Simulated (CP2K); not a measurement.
Consider 2-methoxythiazole at its PBE geometry (Å).

```xyz
12

C    -2.2710    0.4556   -0.1382
O    -1.3913   -0.1554    0.8403
C    -0.0926   -0.2126    0.4778
N     0.4150    0.2040   -0.6524
C     1.7799   -0.0133   -0.6571
C     2.3032   -0.5974    0.4639
S     1.0434   -0.9032    1.6125
H    -2.2439   -0.1079   -1.0792
H    -3.2657    0.4158    0.3140
H    -1.9665    1.4928   -0.3270
H     2.3559    0.2815   -1.5320
H     3.3337   -0.8598    0.6775
```

Method: CP2K XAS_TDP, all-electron GAPW, PBEh(45%), aug-cc-pVDZ, TDA, no relativity.

Question: Predict the bright core excitations at the C K edge.

Leading lines: C1 284.76 eV, C3 283.83 eV, C5 282.25 eV and C6 282.07 eV. The leading line of an atom is its first one with 35 % of the strongest within 2.5 eV of its lowest line over the strength cut. 

The first six lines of each atom with a strength over 0.0015:

| atom | energy (eV) | states | strength, one atom |
| --- | --- | --- | --- |
| C1 (bonded to O and 3 H) | 284.76 | 1 | 0.0474 |
|  | 285.75 | 1 | 0.0022 |
|  | 286.15 | 1 | 0.0235 |
|  | 286.33 | 1 | 0.0216 |
|  | 286.95 | 1 | 0.0022 |
|  | 287.04 | 1 | 0.0034 |
| C3 (bonded to N, O and S) | 283.83 | 1 | 0.0660 |
|  | 286.30 | 1 | 0.0384 |
|  | 287.75 | 1 | 0.0056 |
|  | 288.14 | 1 | 0.0040 |
|  | 289.10 | 1 | 0.0048 |
|  | 289.65 | 1 | 0.0059 |
| C5 (bonded to C, N and H) | 282.25 | 1 | 0.0523 |
|  | 285.06 | 1 | 0.0056 |
|  | 285.14 | 1 | 0.0119 |
|  | 285.34 | 1 | 0.0070 |
|  | 286.00 | 1 | 0.0015 |
|  | 286.54 | 1 | 0.0018 |
| C6 (bonded to C, S and H) | 282.07 | 1 | 0.0472 |
|  | 283.89 | 1 | 0.0336 |
|  | 284.89 | 1 | 0.0132 |
|  | 285.67 | 1 | 0.0015 |
|  | 285.95 | 1 | 0.0040 |
|  | 286.46 | 1 | 0.0017 |

Lines are vertical, at one geometry, with no vibrational structure. Without a correction of the core level, line positions, and the gaps between valence and Rydberg lines, follow the share of exact exchange. At this level such K lines come out 3 to 6 eV under measured ones. These values hold no scalar relativity, about 0.1 eV for C 1s. Rydberg lines, and the discretised continuum above threshold, depend on the basis and the box.

[Banner, clock and machine lines of the logs are left out without a mark of their own.]

[Logs are printed without paths, hosts, clocks, repeated set-up lines and the standing remarks that a program may print on its own settings, such as how far it seeks lower states.]

[Hosts, paths, dates, database ids (printed as entryN), source tags and the programs' standing remarks are cut or masked in the printed files.]
